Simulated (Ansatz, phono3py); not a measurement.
# ZnS (F-43m): lattice thermal conductivity, part 3 of 3

Aim: the lattice thermal conductivity of ZnS against temperature, and which phonons carry it.

What experiment has found for this phase:
- thermal conductivity 27 W/m/K near room temperature (given in “Combining the AFLOW GIBBS and Elastic Libraries to efficiently and robustly screen thermo-mechanical properties of solids”, 2017, arXiv:1611.05714)

Ansatz 0.2.0; DFT LDA, scalar-relativistic, plane waves, PAW; PAW set soft_1.

So far, κ at 300 K (relaxation time) (W/m/K): step 6 (a cheap rung, k-mesh 8×8×8, third order supercell 2×2×2) 29.0. Also highest frequency (cm⁻¹): step 6 347. The relaxed cell has a = 5.297 Å (conventional setting).

The database entry behind the starting cell differs from later determinations by our own check (about 0.1 % short), so it need not match the best structure at ambient conditions.

**7. Third-order constants on small settings, k-mesh 6×6×6, third order supercell 3×3×3**

A small supercell and a short cutoff cost little, and show how far such settings carry.

input.yaml reads:

```yaml
crystal:
  lattice:
    - [0.0, 2.6483576481, 2.6483576481]
    - [2.6483576481, 0.0, 2.6483576481]
    - [2.6483576481, 2.6483576481, 0.0]
  atoms:
    - { symbol: Zn, position: [0.25, 0.25, 0.25] }
    - { symbol: S, position: [0.0, 0.0, 0.0] }
kpoints:
  mp_grid: { grid: [6, 6, 6] }
hamiltonian:
  xc: lda
  pseudopotentials: { kind: paw, azcp: { folder: soft_1 }, xc_functional: pbe }
scf:
  occupations: { method: fixed }
  lower_state_search: "off"
output:
  eigenvalues: true
phonons:
  method: fd
  dielectric: true
  qmesh: [6, 6, 6]
  temperatures: { t_max: 1000, t_step: 50 }
  qpath:
    path:
      - [[0.0, 0.0, 0.0], [-0.5, -0.5, 0.0], [-0.375, -0.375, 0.25]]
      - [[-0.375, 0.0, 0.375], [0.0, 0.0, 0.0], [0.0, 0.0, 0.5], [-0.5, -0.25, 0.25], [-0.5, -0.5, 0.0]]
    npoints: 10
  third_order: { supercell: [3, 3, 3], pair_cutoff: 2.444 }
  lattice_thermal_conductivity:
    qmesh: [21, 21, 21]
    temperatures: [100.0, 150.0, 200.0, 300.0, 400.0, 500.0, 600.0, 800.0]
    isotope_mass_variance:
      - { species: S, variance: 0.0001651 }
      - { species: Zn, variance: 0.0005982 }
```

Started as:

```sh
$ ansatz run input.yaml --threads 8 --pin off --max-ram 19456MiB --backend cpu --events-out ev --progress --plain --runs-dir out
```

Numbers of over 12 decimals in the logs are rounded to 6 here.

Output:

```text
[...]
Warning: phonons.third_order: as it is cut ahead of every solve, the batch solves 29 displaced supercells where 21 would do. It runs under 24 of the 648 operations that the crystal's space group holds on the batch's supercell: the run's FFT boxes carry no more. The force constants lose no accuracy. For the smaller batch, try basis.xc_grid above 1 where it is 1, a denser FFT box (accuracy: high where it is lower, or a larger basis.ecutrho_ratio), or the same crystal shifted so that one of its atoms lies at the cell's origin: each can bring back operations that the batch needs, and none is sure to; [rest of the remark cut]
[...]
Crystal: 12 atoms, lattice volume = 222.901 Å³
Basis set: ecut = 420 eV, 4419 PW (Γ), FFT grids on a1, −a1+a2+a3, −a1+a3
Bands: 66, of which v1, the nominal top of the filled ones, is band 54 counted from 1 (53 counted from 0)
Symmetry: 12 space group operations
k-points: 16 of 36 (time reversal used)
[...]
SCF iter   1: F=—  HF=-24704.630977 eV  |F-HF|=—  |Δ(HF+E_count)|=         —  Δρ=7.56e-8  dr2=5.93e-12  ethr=1.00e-12  ⟨swp⟩=3.0  Hψ=2694  notcnv=0
[...]
SCF iter   2: F=-24704.630977 eV  HF=-24704.630977 eV  |F-HF|=7.28e-12  |Δ(HF+E_count)|=    0.00e0  Δρ=5.17e-8  dr2=3.60e-12  ethr=1.00e-12  ⟨swp⟩=4.0  Hψ=3582  notcnv=0
SCF 1 converged in 2 iterations: F = -24704.630977 eV  dr2 = 3.60e-12
[...]
Crystal: 2 atoms, lattice volume = 37.150 Å³
Basis set: ecut = 420 eV, 725 PW (Γ), exchange–correlation on 54×54×54 points (8 copies of the dense FFT grid, shifted against one another)
Bands: 13, of which v1, the nominal top of the filled ones, is band 9 counted from 1 (8 counted from 0)
Symmetry: 24 space group operations
k-points: 46 of 216 (irreducible under 4 space group operations, time reversal used)
[...]
SCF iter   6: F=-4117.438497 eV  HF=-4117.438497 eV  |F-HF|=5.28e-11  |Δ(HF+E_count)|=  1.73e-11  Δρ=4.77e-7  dr2=6.55e-11  ethr=1.00e-12  ⟨swp⟩=2.0  Hψ=1034  notcnv=0
SCF 2 converged in 6 iterations: F = -4117.438497 eV  dr2 = 6.55e-11
[...]
NSCF: frozen V_eff on 2 k-points
[...]
Bands: 10, of which v1, the nominal top of the filled ones, is band 9 counted from 1 (8 counted from 0)
k-points: 28 of 216 (irreducible under 6 space group operations, time reversal used)
[...]
Eigensolver: Dense (28 Hₖ)
SCF iter   1: F=—  HF=-4117.443038 eV  |F-HF|=—  |Δ(HF+E_count)|=         —  Δρ=2.58e-4  dr2=1.66e-5  ethr=1.00e-1
[...]
SCF iter   5: F=-4117.443033 eV  HF=-4117.443033 eV  |F-HF|=2.50e-9  |Δ(HF+E_count)|=   8.64e-8  Δρ=5.33e-6  dr2=3.95e-9  ethr=1.82e-9
SCF 1 converged in 5 iterations: F = -4117.443033 eV  dr2 = 3.95e-9
[...]
Symmetry: 2 space group operations
[...]
SCF iter   8: F=-24704.630945 eV  HF=-24704.630945 eV  |F-HF|=7.28e-12  |Δ(HF+E_count)|=  8.00e-11  Δρ=4.21e-8  dr2=5.25e-12  ethr=1.00e-12  ⟨swp⟩=5.9  Hψ=6115  notcnv=0
SCF 2 converged in 8 iterations: F = -24704.630945 eV  dr2 = 5.25e-12
[...]
SCF iter   4: F=-24704.630945 eV  HF=-24704.630945 eV  |F-HF|=0.00e0  |Δ(HF+E_count)|=    0.00e0  Δρ=2.22e-8  dr2=1.20e-12  ethr=1.00e-12  ⟨swp⟩=6.0  Hψ=5279  notcnv=0
SCF 3 converged in 4 iterations: F = -24704.630945 eV  dr2 = 1.20e-12
Symmetry: 1 space group operations
k-points: 20 of 36 (time reversal used)
[...]
SCF iter   8: F=-24704.630947 eV  HF=-24704.630947 eV  |F-HF|=0.00e0  |Δ(HF+E_count)|=  3.64e-11  Δρ=4.51e-8  dr2=4.82e-12  ethr=1.00e-12  ⟨swp⟩=5.7  Hψ=6997  notcnv=0
SCF 4 converged in 8 iterations: F = -24704.630947 eV  dr2 = 4.82e-12
[...]
SCF iter   4: F=-24704.630947 eV  HF=-24704.630947 eV  |F-HF|=3.64e-12  |Δ(HF+E_count)|=  7.28e-12  Δρ=2.40e-8  dr2=1.33e-12  ethr=1.00e-12  ⟨swp⟩=6.0  Hψ=6669  notcnv=0
SCF 5 converged in 4 iterations: F = -24704.630947 eV  dr2 = 1.33e-12
[...]
SCF iter  10: F=-24704.630950 eV  HF=-24704.630950 eV  |F-HF|=7.28e-12  |Δ(HF+E_count)|=    0.00e0  Δρ=4.38e-8  dr2=4.04e-12  ethr=1.00e-12  ⟨swp⟩=6.6  Hψ=5355  notcnv=0
SCF 6 converged in 10 iterations: F = -24704.630950 eV  dr2 = 4.04e-12
[...]
SCF iter   4: F=-24704.630950 eV  HF=-24704.630950 eV  |F-HF|=1.46e-11  |Δ(HF+E_count)|=  3.64e-12  Δρ=1.10e-7  dr2=4.29e-12  ethr=1.00e-12  ⟨swp⟩=5.1  Hψ=5444  notcnv=0
SCF 7 converged in 4 iterations: F = -24704.630950 eV  dr2 = 4.29e-12
[...]
SCF iter   3: F=—  HF=-24704.630955 eV  |F-HF|=—  |Δ(HF+E_count)|=   5.72e-7  Δρ=6.84e-6  dr2=1.54e-7  ethr=2.05e-9  ⟨swp⟩=2.1  Hψ=2189  notcnv=0  defer=110
[...]
SCF iter   4: F=—  HF=-111170.824257 eV  |F-HF|=—  |Δ(HF+E_count)|=   8.59e-5  Δρ=2.55e-5  dr2=5.09e-6  ethr=3.20e-8  ⟨swp⟩=2.0  Hψ=2798  notcnv=0  defer=287
[...]
SCF iter   9: F=-111170.824917 eV  HF=-111170.824917 eV  |F-HF|=1.31e-10  |Δ(HF+E_count)|=  7.28e-10  Δρ=1.81e-7  dr2=2.79e-10  ethr=1.00e-12  ⟨swp⟩=5.0  Hψ=7310  notcnv=0
SCF 107 converged in 9 iterations: F = -111170.824917 eV  dr2 = 2.79e-10
[...]
SCF iter   9: F=-111170.830402 eV  HF=-111170.830402 eV  |F-HF|=2.62e-10  |Δ(HF+E_count)|=  7.42e-10  Δρ=2.22e-7  dr2=5.32e-10  ethr=1.00e-12  ⟨swp⟩=5.0  Hψ=9962  notcnv=0
SCF 108 converged in 9 iterations: F = -111170.830402 eV  dr2 = 5.32e-10
[...]
SCF iter   9: F=-111170.832283 eV  HF=-111170.832283 eV  |F-HF|=2.18e-10  |Δ(HF+E_count)|=  6.40e-10  Δρ=2.02e-7  dr2=4.35e-10  ethr=1.00e-12  ⟨swp⟩=5.0  Hψ=9836  notcnv=0
SCF 109 converged in 9 iterations: F = -111170.832283 eV  dr2 = 4.35e-10
[...]
SCF iter   9: F=-111170.831957 eV  HF=-111170.831957 eV  |F-HF|=1.46e-10  |Δ(HF+E_count)|=  4.80e-10  Δρ=1.92e-7  dr2=3.64e-10  ethr=1.00e-12  ⟨swp⟩=5.0  Hψ=7272  notcnv=0
SCF 110 converged in 9 iterations: F = -111170.831957 eV  dr2 = 3.64e-10
[...]
SCF iter   9: F=-111170.830650 eV  HF=-111170.830650 eV  |F-HF|=2.47e-10  |Δ(HF+E_count)|=  8.29e-10  Δρ=2.17e-7  dr2=5.40e-10  ethr=1.00e-12  ⟨swp⟩=5.0  Hψ=7472  notcnv=0
SCF 111 converged in 9 iterations: F = -111170.830650 eV  dr2 = 5.40e-10
SCF converged after 2 iterations
Free energy (F): -24704.630977 eV
[...]
Internal energy: -24704.630977 eV  (E = F + TS)
E sigma→0 (E₀):  -24704.630977 eV
Fermi energy:    6.301218 eV
[...]
--- Band table (eV; the first three rows and the last of 16) ---
  k-point 0: bands = [... 50 lower, 5.5445, 6.3012, 6.3012, 6.3012, 8.4189, 9.3493, 9.6462, 9.6462, ... 8 higher]
  k-point 1: bands = [... 50 lower, 5.5408, 5.5445, 5.5445, 5.8755, 9.6462, 9.8855, 10.1942, 10.5082, ... 8 higher]
  k-point 2: bands = [... 50 lower, 6.0223, 6.0223, 6.0223, 6.0223, 9.4984, 9.4984, 9.5338, 9.5338, ... 8 higher]
  k-point 15: bands = [... 50 lower, 4.6034, 4.6034, 4.9015, 4.9015, 10.5082, 10.5082, 10.8969, 10.8969, ... 8 higher]
--- Phonons: 63 displaced members + 10 references (amplitude of the first 0.0025 Å, Σ member SCF iterations 407) ---
  ASR residual: 4.808e-4 → 0.000e0 eV/Å²; symmetrization residual: 7.244e-5 eV/Å²
  largest component of a force at the reference: 3.1e-7 eV/Å
  ASR residual per site (eV/Å²): 8.86e-5 4.81e-4
  Γ frequencies (cm⁻¹): 0.00 0.00 0.00 290.74 290.74 290.74
[...]
ε∞ (high-frequency dielectric tensor):
        6.174960     0.000000    -0.000000
        0.000000     6.174960     0.000000
       -0.000000     0.000000     6.174960
[...]
Born effective charges Z* (e; rows j = field, columns β = displacement):
    site 0:
         1.89841   -0.00000    0.00000
        -0.00000    1.89841    0.00000
        -0.00000    0.00000    1.89841
    site 1:
        -1.89841    0.00000   -0.00000
         0.00000   -1.89841   -0.00000
         0.00000   -0.00000   -1.89841
  Z* charge neutrality: 1.595e-4 e pre-enforcement
[...]
optical modes at Γ without the LO–TO term, one row a degenerate level:
      ω (cm⁻¹)  modes    IR ((D/Å)²/amu)
        290.74      3            11.5956
  optical modes at Γ + LO–TO along q̂ = [1.0000, 0.0000, 0.0000]:
      ω (cm⁻¹)  modes    IR ((D/Å)²/amu)
        290.74      2             7.7304
        347.08      1             3.8652
  optical modes at Γ + LO–TO along q̂ = [0.0000, 1.0000, 0.0000]:
      ω (cm⁻¹)  modes    IR ((D/Å)²/amu)
        290.74      2             7.7304
        347.08      1             3.8652
  optical modes at Γ + LO–TO along q̂ = [0.0000, 0.0000, 1.0000]:
      ω (cm⁻¹)  modes    IR ((D/Å)²/amu)
        290.74      2             7.7304
        347.08      1             3.8652
--- Phonons (by wavevector): 16 wavevectors in 10 supercells ---
  supercell 1 (6 cells, vectors [1, 0, 0], [0, 3, -3], [0, 0, 2] in multiples of the cell's): 8 displaced members by 0.0025 Å; free energy -24704.630977 eV; taken off its force constants: by the sum rule 1.4e-4, by the symmetrisation 6.5e-5 eV/Å²
[...]
q = [0.0000, 0.0000, 0.0000] (star 1, supercell 1; hermiticity 3.78e-17, symmetrization 8.89e-7): -0.00 -0.00 0.00 290.74 290.74 290.74
[...]
joined force constants: q→R imaginary residual 4.99e-19
[...]
26 force-constant blocks with the first atom in the home cell, fitted with 10 parameters over 4 symmetry orbits; no atom triplet left out
[...]
100.00          170.7615        168.9869           6          converged          7.751e-1
      150.00          101.4516        100.3458           6          converged          7.846e-1
      200.00           73.3524         72.5821           6          converged          7.777e-1
      300.00           48.4975         48.0325           6          converged          7.642e-1
      400.00           36.7329         36.4071           7          converged          7.279e-1
      500.00           29.7213         29.4742           7          converged          7.117e-1
      600.00           25.0214         24.8245           7          converged          7.027e-1
      800.00           19.0754         18.9379           7          converged          6.929e-1
```

It took 16 min on 8 threads of Arm Neoverse V1, shared host; peak memory 9.9 GiB.

Numbers from this step:

```
zero-point energy                          : 0.08247 eV/cell
highest frequency                          : 351 cm⁻¹
Debye temperature from the second moment   : 458 K
κ at 300 K (relaxation time)               : 48.5 W/m/K
κ at 300 K (full solution)                 : 48.03 W/m/K
mean free path at half of κ                : 555 nm
share of κ above the three lowest branches : 0.004
largest relative sum-rule correction       : 0.04574
```

W/m/K. Kappa, by row:

```csv
T (K),RTA xx,RTA yy,RTA zz,full xx,full yy,full zz,coherence part xx,coherence part yy,coherence part zz,ending,iterations,least Ritz value
100,170.8,170.8,170.8,169,169,169,0.0163,0.0163,0.0163,converged,6,0.775
150,101.5,101.5,101.5,100.3,100.3,100.3,0.02908,0.02908,0.02908,converged,6,0.785
200,73.35,73.35,73.35,72.58,72.58,72.58,0.03971,0.03971,0.03971,converged,6,0.778
300,48.5,48.5,48.5,48.03,48.03,48.03,0.05596,0.05596,0.05596,converged,6,0.764
400,36.73,36.73,36.73,36.41,36.41,36.41,0.06848,0.06848,0.06848,converged,7,0.728
500,29.72,29.72,29.72,29.47,29.47,29.47,0.07888,0.07888,0.07888,converged,7,0.712
600,25.02,25.02,25.02,24.82,24.82,24.82,0.08791,0.08791,0.08791,converged,7,0.703
800,19.08,19.08,19.08,18.94,18.94,18.94,0.1034,0.1034,0.1034,converged,7,0.693
```

This rung gives 48.5 W/(m K) at 300 K by relaxation time, but with 54 atoms, 1 neighbour distance inside the cutoff and a 21×21×21 mesh it is a test, not the conductivity of the crystal.

**8. The ladder**

Ladder, by row:

```csv
cells or q mesh,k mesh,pair cutoff,atoms in the supercell,q-mesh of the transport sums,κ at 300 K (relaxation time) (W/m/K),κ at 300 K (full solution) (W/m/K),core-minutes
2x2x2,8x8x8,2.444,16,11×11×11,29.04,28.16,48.7
6x6x6,6x6x6,2.444,54,21×21×21,48.5,48.03,126.8
```

**9. Outcome**

```yaml
conductivity: not obtained on sound settings
```

No conductivity was obtained: no run with a large enough supercell and cutoff finished.

[Logs are printed without paths, hosts, clocks, repeated set-up lines and the standing remarks that a program may print on its own settings, such as how far it seeks lower states.]

[Hosts, paths, dates, database ids (printed as entryN), source tags and the programs' standing remarks are cut or masked in the printed files.]

[A step with changed settings may run another functional than the one named; its input shows which.]
